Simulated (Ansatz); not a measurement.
# Electron–phonon scattering in Os-Ir-Ir-Os stack of (111) layers, part 2 of 3

The plan: relax Os-Ir-Ir-Os stack of (111) layers, check its phonons, and, if the lattice is stable, compute its Eliashberg function and ρ(T).

Ansatz 0.2.0; DFT PBEsol, scalar-relativistic, plane waves, PAW; PAW set soft_1.

So far: The starting structure; Rough relaxation; Relaxing cell and atoms.

## Step 4: Relaxing tightly for phonons

Residual forces and stress shift phonon frequencies, so the cell is relaxed again, with tight thresholds and the mesh and smearing of this input.

input.yaml reads:

```yaml
crystal:
  lattice:
    - [2.6706866806, 2.8393e-06, 0.0]
    - [-1.3353457992, 2.3128810913, 0.0]
    - [0.0, 0.0, 37.1021539564]
  atoms:
    - { symbol: Os, position: [0.0, 0.0, 0.1494108033] }
    - { symbol: Ir, position: [0.3333333333, 0.6666666667, 0.2067264451] }
    - { symbol: Ir, position: [0.6666666667, 0.3333333333, 0.2690162845] }
    - { symbol: Os, position: [0.0, 0.0, 0.3263319264] }
  periodic: [true, true, false]
kpoints:
  mp_grid: { grid: [12, 12, 1] }
hamiltonian:
  xc: pbesol
  pseudopotentials: { kind: paw, azcp: { folder: soft_1 }, xc_functional: pbe }
scf:
  occupations: { method: methfessel_paxton, width: 0.2 }
output:
  forces: true
  stress: true
  eigenvalues: true
relax:
  adjacent_minimum: "off"
  f_tol: 0.001
  max_steps: 60
  cell: { stress_2d_tol: 0.002 }
```

On the command line:

```bash
ansatz run input.yaml --threads 4 --pin off --max-ram 12288MiB --backend cpu --events-out ev --progress --plain --runs-dir out
```

Numbers of over 12 decimals in the logs are rounded to 6 here.

The log of the run:

```text
[the first part of the log is left out]
  E_aug_tail   = 0.001596  (compensation charges beyond the density's cutoff)
  E_ewald      = 196822.160158
  E_core_change = 1.026692  (= ΣΔE_core)
  E_smearing   = 0.011529  (= −TS)
  E_closure    = 0.000000  (closes the sum)
  Σ components = -46102.709723   (vs F -46102.709723, Δ=0.00e0)
--- Forces (eV/Å), atoms counted from 1 ---
  atom   1  Os    -0.00000000    -0.00000000    -0.00024287
  atom   2  Ir     0.00000000    -0.00000000     0.00041682
[...]
0.000000      -0.000000       0.000000
  P = ½ c Tr σ = 0.0004 N/m
--- Band table (eV; the first three rows and the last of 19) ---
[...]
--- Relaxed structure (3 steps of the walk, 2 accepted, 1 SCFs on fresh bases) ---
[...]
cell:  # Å, volume = 229.1220 Å³
    - [2.670352, 2.8389406542881665e-6, 0]
    - [-1.335178, 2.312591, 0]
    - [0, 0, 37.1021539564]
  atoms:
    - { symbol: Os, position: [0, 0, 0.149394] }
    - { symbol: Ir, position: [0.333333, 0.666667, 0.206719] }
    - { symbol: Ir, position: [0.666667, 0.333333, 0.269024] }
    - { symbol: Os, position: [0, 0, 0.326348] }
```

Wall time 16 s (4 threads of Arm Neoverse V1, shared host); peak memory 0.66 GiB.

Little changed from the start: no atom moved by 0.005 Å and no cell edge by 0.1 %.

## Step 5: Lattice stability: q 2×2×1, k 8×8×1

Couplings are defined for a stable lattice alone, so phonons come first.

input.yaml reads:

```yaml
crystal:
  lattice:
    - [2.6703518942, 2.8389e-06, 0.0]
    - [-1.3351784057, 2.312591158, 0.0]
    - [0.0, 0.0, 37.1021539564]
  atoms:
    - { symbol: Os, position: [0.0, 0.0, 0.1493942614] }
    - { symbol: Ir, position: [0.3333333333, 0.6666666667, 0.2067188399] }
    - { symbol: Ir, position: [0.6666666667, 0.3333333333, 0.2690238898] }
    - { symbol: Os, position: [0.0, 0.0, 0.3263484683] }
  periodic: [true, true, false]
kpoints:
  mp_grid: { grid: [8, 8, 1] }
hamiltonian:
  xc: pbesol
  pseudopotentials: { kind: paw, azcp: { folder: soft_1 }, xc_functional: pbe }
scf:
  occupations: { method: methfessel_paxton, width: 0.2 }
output:
  eigenvalues: true
phonons:
  method: dfpt
  qmesh: [2, 2, 1]
  temperatures: { t_max: 1000, t_step: 50 }
  qpath:
    path:
      - [0.0, 0.0, 0.0]
      - [0.5, 0.0, 0.0]
      - [0.33333333, 0.33333333, 0.0]
      - [0.0, 0.0, 0.0]
    npoints: 10
```

The log of the run:

```text
Warning: crystal.symmetry: narrowed to the stabiliser of the run's FFT grids — unitary ops 12 → 6. A phonons.method: dfpt run fills in the rows of the dynamical matrix that it does not solve by its symmetry operations, which is exact only for operations that map its FFT grids onto themselves: filled in by any other, the frequencies could depend on the order in which like atoms are typed, or, by more than the grids' own error, on where the crystal sits among the grids' points. Excluded: 6 operations. The run can therefore solve more perturbations, solve them on more k-points, or both, and cost more. [rest of the remark cut]
[...]
Crystal: 4 atoms, lattice volume = 229.122 Å³
Basis set: ecut = 420 eV, 4581 PW (Γ), exchange–correlation on 36×36×500 points (8 copies of the dense FFT grid, shifted against one another)
Bands: 40, of which v1, the nominal top of the filled ones, is band 33 counted from 1 (32 counted from 0)
Symmetry: 12 space group operations
k-points: 10 of 64 (irreducible under 6 space group operations, time reversal used)
[...]
SCF iter   1: F=—  HF=-46103.506224 eV  |F-HF|=—  |Δ(HF+E_count)|=         —  Δρ=3.04e-2  dr2=2.97e0  ethr=3.10e-3  ⟨swp⟩=14.4  Hψ=3046  notcnv=0
[...]
SCF iter  13: F=-46102.662297 eV  HF=-46102.662297 eV  |F-HF|=2.69e-10  |Δ(HF+E_count)|=   1.01e-9  S|Δr|=    0.00e0  Δρ=3.97e-8  dr2=4.94e-12  ethr=1.00e-12  ⟨swp⟩=20.9  Hψ=3954  notcnv=0
SCF 1 converged in 13 iterations: F = -46102.662297 eV  dr2 = 4.94e-12
[...]
phonons: the bands overlap, so this run is a metal and interpolates without the dipole-dipole term. If the crystal is really an insulator or semiconductor, its LO-TO splitting is missing
NSCF: frozen V_eff on 10 k-points
[...]
DFPT response loops at q = (0, 0, 0) (fractional): preconditioner auto → none (partly filled bands, converged f_vac=0.712); β = 0.50; Broyden in place of MSR1
[...]
SCF converged after 13 iterations
Stability not checked: this state was not tested for a lower state beside it, because cold or Methfessel-Paxton smearing, or corrected tetrahedra, fill the levels in a way that the test cannot read (fill_not_monotonic; see scf.lower_state_search)
Free energy (F): -46102.662297 eV
[...]
Internal energy: -46102.667787 eV  (E = F + TS)
E sigma→0 (E₀):  -46102.663669 eV
Entropy (-TS):   0.005490 eV (1.372 meV/atom)
Fermi energy:    -5.612885 eV
[...]
--- Band table (eV; the first three rows and the last of 10) ---
  k-point 0: bands = [... 29 lower, -8.2740, -8.2740, -6.5904, -6.5904, -6.5010, -6.2266, -6.2266, -5.6401, ... 3 higher]
  k-point 1: bands = [... 29 lower, -8.2037, -7.8185, -7.2215, -7.0808, -6.6794, -6.6339, -6.1467, -5.7462, ... 3 higher]
  k-point 2: bands = [... 29 lower, -7.9132, -7.6538, -7.2480, -6.8849, -6.3197, -5.6318, -5.4983, -4.7503, ... 3 higher]
  k-point 9: bands = [... 29 lower, -7.6632, -6.3696, -6.3201, -5.1610, -4.9277, -4.6273, -4.5230, -0.0588, ... 3 higher]
--- Phonons (Γ-DFPT): 8 representative perturbations + reference (Σ response iterations 46) ---
  ASR residual: 6.515e-5 → 0.000e0 eV/Å²; symmetrization residual: 1.956e-4 eV/Å²
  The last average, over the group as it would stand without the narrowing to the FFT grids, took up to 2.259e-5 eV/Å² of the zone centre's force constants
  ASR residual per site (eV/Å²): 3.38e-5 6.52e-5 4.69e-5 3.06e-5
  Γ frequencies (cm⁻¹): 0.00 0.00 0.00 56.35 56.35 101.80 115.08 115.08 123.77 123.77 195.11 214.28
--- Phonons (arbitrary-q DFPT): 2 irreducible q on the 2×2×1 mesh ---
  q = [0.0000, 0.0000, 0.0000] (star 1, of the zone-centre solve; hermiticity 1.02e-5, symmetrization 5.12e-6, taken by the last average 1.18e-6): -0.00 -0.00 -0.00 56.35 56.35 101.80 115.08 115.08 123.77 123.77 195.11 214.28
  q = [0.0000, -0.5000, 0.0000] (star 3, 12 solved perturbations in 356 linear systems a pass and spin channel, the states on 34 of 64 k-point pairs; hermiticity 6.72e-6, symmetrization 3.36e-6, taken by the last average 1.35e-6): -72.49 -61.82 85.51 96.60 109.49 134.96 144.04 149.64 151.44 156.11 199.68 204.80
  sum rule: each row above includes the acoustic sum rule's correction from the zone centre's row sums; it moved no ω² by more than (0.30 cm⁻¹)²
  mesh force constants: q→R imaginary residual 9.77e-18; ASR residual 6.515e-5 → 0.000e0 eV/Å²; symmetrization residual 1.066e-14 eV/Å²
  interpolated dispersion: 31 rows × 12 modes
  density of states and harmonic sums: on the 26×26×1 q-mesh, interpolated from the force constants of a 2×2×1 supercell (no non-analytic term)
  largest difference from the sums on the solved wave vectors: F 2.35e-1 eV, S 3.07e-4 and C_V 7.47e-5 eV/K
  zero-point energy: 0.084488 eV/cell   skipped modes (ω ≤ 0): 96, of them read as no rigid motion or as one in doubt: 93 (1.402e0 modes/cell left out, lowest -72.49 cm⁻¹)   left out of the sums: 1.17e-1 of the cell's modes: C_V's classical limit lies that fraction below 3 k_B per atom; for a crystal, a wire or a layer, F and S can be off by more, and a phonons.interpolated_qmesh denser along its periods is the remedy for the sampling
```

The job ended after 4 min (4 threads; peak memory 1.3 GiB).

Reading the cycles: dr2 is the Hartree energy of the density residual (eV), the measure of convergence; HF is the Harris–Foulkes estimate of the energy, which meets the free energy F at convergence.

This step gave:

- share of imaginary modes in the plain interpolation between solved wavevectors: 0.1168
- highest frequency, solved or plainly interpolated: 214.3 cm⁻¹

Solved on the 2×2×1 mesh alone; all other wavevectors are interpolated. The phonon branches at the labelled points (cm⁻¹):

```csv
point,branch 1,branch 2,branch 3,branch 4,branch 9,branch 10,branch 11,branch 12
Γ,0,0,0,56,124,124,195,214
halfway,-14,23,68,78,156,161,174,196
M,-72,-62,86,97,151,156,200,205
halfway,-58,-44,73,83,159,168,197,200
K,28,28,50,50,184,184,184,189
halfway,-21,24,70,74,160,164,176,190
Γ,0,0,0,56,124,124,195,214
```

Lowest modes at the softest wavevector of the mesh. Modes at q = (0.000, 0.500, 0.000), with each element's share of the kinetic energy (negative means imaginary):

```csv
mode,frequency (cm⁻¹),Os %,Ir %
1,-72.5,92,8
2,-61.8,97,3
3,85.5,92,8
4,96.6,94,6
5,109.5,38,62
6,135.0,90,10
```

Displacements in mode 1 (-72.5 cm⁻¹), the largest set to 1, in the home cell:
```
Os1  0.00 -1.00  0.16
Ir2  0.00 -0.05 -0.29
Ir3  0.00 -0.05 -0.29
Os4  0.00  1.00 -0.16
```

Displacements in mode 2 (-61.8 cm⁻¹), the largest set to 1, in the home cell:
```
Os1  0.00  1.00 -0.10
Ir2  0.00  0.04  0.18
Ir3  0.00 -0.04 -0.18
Os4  0.00  1.00 -0.10
```

Among the solved wavevectors the lowest mode, translations apart, is -72.5 cm⁻¹, imaginary.

## Step 6: Phonons by linear response: q 3×3×1, k 9×9×1

An imaginary mode on so few k-points may come from the sampling, so the phonons are repeated with another q and k mesh.

Changes to input.yaml since step 5:

```diff
@@ -12,3 +12,3 @@
 kpoints:
-  mp_grid: { grid: [8, 8, 1] }
+  mp_grid: { grid: [9, 9, 1] }
 hamiltonian:
@@ -22,3 +22,3 @@
   method: dfpt
-  qmesh: [2, 2, 1]
+  qmesh: [3, 3, 1]
   temperatures: { t_max: 1000, t_step: 50 }
```

The log of the run:

```text
[...]
Crystal: 4 atoms, lattice volume = 229.122 Å³
Basis set: ecut = 420 eV, 4581 PW (Γ), exchange–correlation on 36×36×500 points (8 copies of the dense FFT grid, shifted against one another)
Bands: 40, of which v1, the nominal top of the filled ones, is band 33 counted from 1 (32 counted from 0)
Symmetry: 12 space group operations
k-points: 12 of 81 (irreducible under 6 space group operations, time reversal used)
[...]
SCF iter   1: F=—  HF=-46103.583630 eV  |F-HF|=—  |Δ(HF+E_count)|=         —  Δρ=3.03e-2  dr2=3.22e0  ethr=3.10e-3  ⟨swp⟩=15.0  Hψ=3715  notcnv=0
[...]
SCF iter  14: F=-46102.680192 eV  HF=-46102.680192 eV  |F-HF|=2.47e-10  |Δ(HF+E_count)|=  2.18e-11  S|Δr|=    0.00e0  Δρ=1.07e-8  dr2=2.86e-13  ethr=1.00e-12  ⟨swp⟩=10.2  Hψ=3126  notcnv=0
SCF 1 converged in 14 iterations: F = -46102.680192 eV  dr2 = 2.86e-13
[...]
WARN: eigensolver did not converge (k=10): 1 band(s) unlocked after 2 eigensolves, warm-restarted (20 sweeps on the last) at ethr=3.04e-12 eV (storage-precision floor; scheduled 1.00e-12 eV) (lowest unlocked band 39, counted from 0; max residual 8.86e-6 eV among the unlocked bands, 8.86e-6 eV over every band; other slots of this pass that fall short are told together in one closing line; warning suppressed until the next SCF loop or pass starts)
[...]
SCF converged after 14 iterations
[...]
Free energy (F): -46102.680192 eV
[...]
Internal energy: -46102.671090 eV  (E = F + TS)
E sigma→0 (E₀):  -46102.677916 eV
Entropy (-TS):   -0.009102 eV (-2.276 meV/atom)
Fermi energy:    -5.574706 eV
[...]
--- Band table (eV; the first three rows and the last of 12) ---
  k-point 0: bands = [... 29 lower, -8.0963, -8.0963, -6.4212, -6.3649, -6.3649, -6.0276, -6.0276, -5.5326, ... 3 higher]
  k-point 1: bands = [... 29 lower, -8.0411, -7.7254, -7.0147, -6.8101, -6.4948, -6.4329, -5.9587, -5.6599, ... 3 higher]
  k-point 2: bands = [... 29 lower, -7.8374, -7.6681, -7.2563, -6.8780, -6.3342, -5.8270, -5.5853, -4.8420, ... 3 higher]
  k-point 11: bands = [... 29 lower, -7.6749, -6.3428, -6.3428, -4.9004, -4.7499, -4.7499, -4.5081, 0.6217, ... 3 higher]
[...]
ASR residual: 3.684e-4 → 0.000e0 eV/Å²; symmetrization residual: 1.538e-4 eV/Å²
[...]
ASR residual per site (eV/Å²): 5.93e-5 3.29e-4 3.68e-4 8.64e-5
[...]
--- Phonons (arbitrary-q DFPT): 3 irreducible q on the 3×3×1 mesh ---
[...]
interpolated dispersion: 31 rows × 12 modes
[...]
zero-point energy: 0.102519 eV/cell   skipped modes (ω ≤ 0): 3   left out of the sums: 3.43e-4 of the cell's modes: C_V's classical limit lies that fraction below 3 k_B per atom; for a crystal, a wire or a layer, F and S can be off by more, and a phonons.interpolated_qmesh denser along its periods is the remedy for the sampling
```

It took 10 min on 4 threads; peak memory 2 GiB.

This step gave:

| Item | Value |
| --- | --- |
| zero point energy | 0.1025 eV/cell |
| share of imaginary modes in the plain interpolation between solved wavevectors | 0 |
| highest frequency, solved or plainly interpolated | 210 cm⁻¹ |

Solved on the 3×3×1 mesh alone; all other wavevectors are interpolated. The phonon branches at the labelled points (cm⁻¹):

```csv
point,branch 1,branch 2,branch 3,branch 4,branch 9,branch 10,branch 11,branch 12
Γ,0,0,0,48,106,106,187,196
halfway,83,86,94,101,148,165,178,186
M,103,104,106,127,174,180,207,210
halfway,111,120,121,133,165,167,191,196
K,132,132,133,136,152,168,168,170
halfway,97,104,105,106,151,163,180,187
Γ,0,0,0,48,106,106,187,196
```

Among the solved wavevectors the lowest mode, translations apart, is 48.3 cm⁻¹, so these are real on this k mesh. This mesh lacks the wavevector at which the coarser one was unstable.

[end of part 2 of 3]

[Logs are printed without paths, hosts, clocks, repeated set-up lines and the standing remarks that a program may print on its own settings, such as how far it seeks lower states.]

[Hosts, paths, dates, database ids (printed as entryN), source tags and the programs' standing remarks are cut or masked in the printed files.]
